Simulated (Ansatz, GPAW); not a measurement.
# Work function of a 7-layer slab of Ca(111) at several levels, part 3 of 3

How far do functional and basis move the work function of a 7-layer slab of Ca(111)?

GPAW 26.7.0 and Ansatz 0.2.0; Ansatz plane waves; slab in vacuum with a dipole correction, relaxation (the session's first sound run).

So far, upper work function (eV): step 2 (relaxing the atoms, PBE) 2.95; step 7 (self-consistent run: xc = "LDA") 3.05; step 8 (self-consistent run: xc = "RPBE") 2.90; step 9 (real-space grid: mode = "fd", PBE, GPAW) 2.95; step 10 (atomic orbitals: mode = "lcao", PBE, GPAW) 2.93.

## (12) A second plane-wave code

A second program with its own datasets checks the number independently.

This step: Ansatz plane waves; slab in vacuum with a dipole correction (Ansatz 0.2.0).

Contents of input.yaml:

```yaml
crystal:
  lattice:
    - [3.945655839, 0.0, 0.0]
    - [1.9728279195, 3.4170381912, 0.0]
    - [0.0, 0.0, 33.3296870125]
  atoms:
    - { symbol: Ca, position: [0.0, 0.0, 0.2100229743] }
    - { symbol: Ca, position: [0.3333333333, 0.3333333333, 0.3066819829] }
    - { symbol: Ca, position: [0.6666666667, 0.6666666667, 0.4033409914] }
    - { symbol: Ca, position: [0.0, 0.0, 0.4987587128] }
    - { symbol: Ca, position: [0.3333333333, 0.3333333333, 0.5942167872] }
    - { symbol: Ca, position: [0.6666666667, 0.6666666667, 0.6897196851] }
    - { symbol: Ca, position: [0.0, 0.0, 0.7826123851] }
kpoints:
  mp_grid: { grid: [9, 9, 1] }
hamiltonian:
  xc: pbe
scf:
  occupations: { method: fermi_dirac, width: 0.1 }
efield:
  axis: 3
  dipole_correction: true
  ramp_width: 0.05
output:
  forces: true
  write_potential: true
  write_density: true
  volumetric_format: npy
  elf: true
```

Started as:

```
$ ansatz run input.yaml --threads 4 --pin off --max-ram 8192MiB --backend cpu --events-out ev --progress --plain --runs-dir out
```

Numbers of over 12 decimals in the logs are rounded to 6 here.

Output:

```text
[...]
Crystal: 7 atoms, lattice volume = 449.366 Å³
Basis set: ecut = 420 eV, 8895 PW (Γ), exchange–correlation on 54×54×450 points (8 copies of the dense FFT grid, shifted against one another)
Bands: 42, of which v1, the nominal top of the filled ones, is band 35 counted from 1 (34 counted from 0)
Symmetry: 6 space group operations
[...]
k-points: 12 of 81 (time reversal used)
[...]
SCF iter   1: F=—  HF=-12717.443418 eV  |F-HF|=—  |Δ(HF+E_count)|=         —  Δρ=2.89e-3  dr2=3.80e0  ethr=1.77e-3  p=0.001 e·Å  D=5.41e-4 V/Å  ΔV_dip=-0.02 eV  dr2_dipole=3.73e-2  V_vac-E_F(+/−)=2.80/2.82 eV  ⟨swp⟩=14.6  Hψ=6387  notcnv=0
[...]
SCF iter   8: F=-12717.390513 eV  HF=-12717.390513 eV  |F-HF|=6.72e-9  |Δ(HF+E_count)|=   8.89e-9  Δρ=1.09e-6  dr2=1.78e-8  ethr=1.43e-10  p=0.003 e·Å  D=1.34e-3 V/Å  ΔV_dip=-0.04 eV  dr2_dipole=2.64e-11  V_vac-E_F(+/−)=2.95/3.00 eV  ⟨swp⟩=9.8  Hψ=3591  notcnv=0
[...]
SCF 1 converged in 8 iterations: F = -12717.390513 eV  dr2 = 1.78e-8
[...]
SCF converged after 8 iterations
Free energy (F): -12717.390513 eV
[...]
Internal energy: -12717.082800 eV  (E = F + TS)
E sigma→0 (E₀):  -12717.236657 eV
Entropy (-TS):   -0.307713 eV (-43.959 meV/atom)
Fermi energy:    2.340177 eV
Dipole field:    D = 0.001340 V/Å  (p = 0.003328 e·Å, saw-weighted, corrected)
Work function:   Φ+ = 2.9512 eV   Φ− = 2.9961 eV
[...]
--- Forces (eV/Å), atoms counted from 1 ---
  atom   1  Ca     0.00000000    -0.00000000     0.10001142
  atom   2  Ca    -0.00000000    -0.00000000    -0.06166705
  atom   3  Ca    -0.00000000    -0.00000000    -0.04030855
  atom   4  Ca     0.00000000    -0.00000000     0.00115899
  atom   5  Ca     0.00000000     0.00000000     0.00480113
  atom   6  Ca     0.00000000     0.00000000    -0.01109725
  atom   7  Ca     0.00000000     0.00000000     0.00710246
  max |Σ_I F_I| component: 1.15e-6 eV/Å
--- Band table (eV; the first three rows and the last of 12) ---
  k-point 0: bands = [... 31 lower, -0.6386, -0.0902, 0.5037, 1.0779, 2.2488, 2.5422, 2.9091, 3.2482, ... 10 higher]
  k-point 1: bands = [... 31 lower, -0.4664, 0.0776, 0.6685, 1.2447, 2.2826, 2.6048, 2.9686, 3.2849, ... 10 higher]
  k-point 2: bands = [... 31 lower, 0.0260, 0.5519, 1.1253, 1.6952, 2.3837, 2.7724, 3.1000, 3.3199, ... 10 higher]
  k-point 11: bands = [... 31 lower, 2.2219, 2.2291, 2.2640, 2.3805, 2.3896, 2.5216, 2.6533, 2.6562, ... 10 higher]
```

Elapsed: 19 s, on 4 threads of Arm Neoverse N1, shared host; peak memory 0.84 GiB.

In the SCF lines HF is the Harris–Foulkes energy and dr2 the Hartree energy of the density residual, in eV; the loop may stop once dr2 is under the threshold and the program's other checks hold. Hψ counts applications of the Hamiltonian.

This step gave:

```yaml
upper_work_function: 2.951 eV
lower_work_function: 2.996 eV
dipole_along_the_normal: 0.003328 e·Å
dipole_field: 0.001340 V/Å
vacuum_level_above: 5.291 eV
vacuum_level_below: 5.336 eV
```

Table of electrostatic potential energy of an electron (with the applied field's), less the Fermi level, planar mean by z:

```tsv
z (Å)	electrostatic potential energy of an electron (with the applied field's), less the Fermi level, planar mean (eV)
0	2.98
1	3.00
2	2.99
3	2.98
4	2.88
5	2.28
6	-0.795
7	-9.51
8	-0.0928
9	0.976
10	-8.45
11	-2.00
12	1.57
13	-6.12
14	-4.64
15	1.62
16	-3.76
17	-6.90
18	1.40
19	-1.70
20	-8.71
21	0.849
22	-0.215
23	-9.31
24	-0.0344
25	0.329
26	-9.27
27	-1.38
28	2.13
29	2.82
30	2.93
31	2.95
32	2.95
33	2.97
```

The valence density, planar mean oscillates, so the rows of the table below give means over windows of 3.18 Å about each position, cut where the curve ends. Its maxima inside the range that stand out by 2 % of the span (Å: e/Å³): 7.0: 0.631, 10.2: 0.629, 13.5: 0.626, 16.6: 0.627, 19.8: 0.625, 23.0: 0.628, 26.1: 0.633. Its minima: 8.6: 0.0506, 11.9: 0.0507, 15.1: 0.0523, 18.2: 0.0520, 21.5: 0.0517, 24.6: 0.0546.

The valence density, planar mean by z; means over each step:

```tsv
z (Å)	valence density, planar mean (e/Å³)
1.59	8.0e-5
4.77	0.0239
7.95	0.232
11.13	0.231
14.31	0.233
17.49	0.233
20.67	0.233
23.85	0.238
27.03	0.207
30.21	8.7e-4
```

Force by atom:

```tsv
atom	x (eV/Å)	y (eV/Å)	z (eV/Å)	size
Ca1	0.000	0.000	0.100	0.100
Ca2	0.000	0.000	-0.062	0.062
Ca3	0.000	0.000	-0.040	0.040
Ca4	0.000	0.000	0.001	0.001
Ca5	0.000	0.000	0.005	0.005
Ca6	0.000	0.000	-0.011	0.011
Ca7	0.000	0.000	0.007	0.007
```

Electrostatic potential energy in the ca plane at fractional y = 0.000, with atoms of Ca within 0.2 Å of it. With pseudopotentials it is smooth inside the atoms' cores, unlike the true potential.

Ten even steps from '0' (-44 eV) to '9' (5 eV), each cell a mean:
```
98510026899999999999999999985100168999999999
98752368999999999999999999997523588999999999
99887789999999999999999999998877889999999999
99999999999988899999988899999999999999999999
99999999999888889999888899999999999999999999
99999999999988889999888899999999999999999999
99988899999988899999988999999888899999999999
99875678999999999999999999998755789999999999
98620047899999999999999999986200378999999999
98500016899999999999999999985000168999999999
```
Columns run along c (16.0 Å, from fractional 0.45 to 0.93 of the cell; values clipped at the 3rd and 97th percentile), rows up along a (3.9 Å). Atoms in or near the plane, at fractional coordinates: Ca at (0.50, 0.00), Ca at (0.78, 0.00).

ELF in the ca plane at fractional y = 0.000, with atoms of Ca within 0.2 Å of it. It is the smooth field of the valence electrons, not physical close to the nuclei.

Values, 6 rows by 16 columns, each cell a mean:
```
0.20 0.81 0.53 0.30 0.45 0.52 0.64 0.52 0.47 0.33 0.53 0.81 0.18 0.14 0.06 0.01
0.25 0.26 0.17 0.38 0.13 0.17 0.49 0.19 0.13 0.36 0.17 0.26 0.15 0.24 0.06 0.01
0.51 0.28 0.40 0.39 0.08 0.08 0.29 0.08 0.08 0.34 0.43 0.36 0.51 0.32 0.06 0.01
0.45 0.18 0.29 0.40 0.08 0.08 0.33 0.09 0.08 0.35 0.31 0.23 0.41 0.30 0.06 0.01
0.20 0.46 0.25 0.35 0.21 0.27 0.56 0.29 0.21 0.35 0.25 0.47 0.11 0.20 0.06 0.01
0.23 0.82 0.60 0.29 0.51 0.58 0.65 0.58 0.54 0.32 0.60 0.82 0.22 0.13 0.05 0.01
```
Columns run along c (16.0 Å, from fractional 0.45 to 0.93 of the cell), rows up along a (3.9 Å). Atoms in or near the plane, at fractional coordinates: Ca at (0.50, 0.00), Ca at (0.78, 0.00).

Valence density in the ca plane at fractional y = 0.000, with atoms of Ca within 0.2 Å of it. It is the smooth field of the valence electrons, not physical close to the nuclei.

Ten steps, logarithmic in the rise over the least value, from '0' (0.0 e/Å³) to '9' (6.4 e/Å³), each cell a mean:
```
12589974111111111111111111125899741000000000
11357752111111111111111111113577521000000000
11123321111111111111111111111233210000000000
11111111111112111111112111111111110000000000
11111111111122211111122211111111110000000000
11111111111122211111122211111111110000000000
11112111111111111111111111111122110000000000
11245531111111111111111111112455310000000000
12478863111111111111111111114788631000000000
12689984111111111111111111125899841000000000
```
Columns run along c (16.0 Å, from fractional 0.45 to 0.93 of the cell), rows up along a (3.9 Å). Atoms in or near the plane, at fractional coordinates: Ca at (0.50, 0.00), Ca at (0.78, 0.00).

The upper face's work function is 2.951 eV, against 2.955 eV in the first plane-wave PBE run at this geometry.

## (13) Side by side

Results and costs are gathered.

This step: comparison of work functions, dipole and cost (GPAW 26.7.0).

Ladder, by row:

```tsv
step	code	work function, upper (eV)	work function, lower (eV)	dipole (e Å)	wall time (s)	peak memory (GiB)	threads
pw	GPAW	2.955	2.999	0.003325	475.3	0.34	1
revPBE	GPAW	2.893	2.938	0.003422	496	0.34	1
optPBE-vdW	GPAW	3.086	3.125	0.002975	618.2	0.66	1
vdW-DF2	GPAW	3.122	3.16	0.002905	760.5	0.66	1
LDA	GPAW	3.052	3.094	0.003219	477.1	0.34	1
RPBE	GPAW	2.895	2.94	0.003424	519.1	0.34	1
fd	GPAW	2.952	2.994	0.003144	2497	1.44	1
lcao	GPAW	2.928	2.974	0.003404	2230	0.59	1
ansatz	Ansatz	2.951	2.996	0.003328	18.98	0.845	4
```

## (14) Results

```yaml
work_function_upper_and_lower_face: 2.955 and 2.999 eV
dipole_along_the_normal: 0.00333 e Å
```

In words: With plane waves and PBE the work function is 2.96 eV on the upper face and 3.00 eV on the lower. The measured value for polycrystalline Ca, which weights the faces of low work function, is 2.87 eV (as compiled in "Anisotropic work function of elemental crystals", 2019, arxiv:1902.07811); the relaxed upper face lies 0.085 eV over it with PBE, and revPBE comes nearest (2.89 eV). Measured work functions scatter by a tenth of an eV or more between methods. Over the sound runs of the table the upper face's work function spans 2.893 (revPBE) to 3.122 eV (vdW-DF2). The two plane-wave codes differ by 0.0041 eV on the upper face. The in-plane lattice was kept as typed, which isn't the functional's own and leaves some strain; spin-orbit coupling and temperature are left out.

[Logs are printed without paths, hosts, clocks, repeated set-up lines and the standing remarks that a program may print on its own settings, such as how far it seeks lower states.]

[Hosts, paths, dates, database ids (printed as entryN), source tags and the programs' standing remarks are cut or masked in the printed files.]
